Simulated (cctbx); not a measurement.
# Lattice, Laue class and space group of a new crystal

Cell: a = 4.3840 Å, b = 6.9870 Å, c = 8.3090 Å, α = 114.06°, β = 104.94°, γ = 90.37°. Expected content of the cell: Lu2 Tb1 Sn4 Cu4.

Simulated single-crystal data (cctbx): Mo Kα, λ = 0.71073 Å, to d = 0.84 Å, 80 % of the full sphere, strongest reflection 40000 counts, noise from counting, a 1.5 % proportional error and a noise floor of 2 counts (s.d.); no absorption.

A first pass over the reflections prints:

```text
1265 reflections to d = 0.840 A
centring   violations  <I/sigma> of those
    A        577 of   641     25.6
    B        573 of   630     25.4
    C        598 of   635     27.9
    I        593 of   635     25.9
    R        775 of   846     25.0
    F        874 of   953     26.3
Laue class    unique    Rint  (classes that these axes allow; Friedel mates merged)
P -1              752   0.015
space group    extra absences  I>4sigma  <I/sigma>
P 1                     0          0         -  acentric
P -1                    0          0         -  centric
Wilson B = 0.73 A^2   <|E^2-1|> = 0.935 (0.968 centric, 0.736 acentric)   E^2>4: 3.5 %
shell (A)         n   <I/sigma>
 7.27 - 1.67     89     37.1
 1.67 - 1.33    106     35.9
 1.33 - 1.16     83     30.2
 1.16 - 1.06     91     29.0
 1.06 - 0.98    115     31.5
 0.98 - 0.92     76     32.5
 0.92 - 0.88     93     26.6
 0.88 - 0.84     99     25.9
```

**Question.** What are the lattice type, the Laue class and the likely space group?

Every centring test has many violations, so the lattice is primitive.

Only P -1 fits these axes (Rint 0.015); a search for a hidden higher lattice was not made.

2 settings pass the absence test. No glide or screw absences show, which leaves P 1 and P -1.

⟨|E²−1|⟩ = 0.935 leans to a centrosymmetric structure. The Wilson B of 0.73 Å² means U ≈ 0.0092 Å².

The true group is P-1 (no. 2), Laue class -1, centrosymmetric. The tables only narrow the choice to the tied entries; cell content, site symmetry and trial solutions must settle it.

This is a model crystal, built by substitution and not relaxed, with assumed displacement parameters.

[Logs are printed without paths, hosts, clocks, repeated set-up lines and the standing remarks that a program may print on its own settings, such as how far it seeks lower states.]
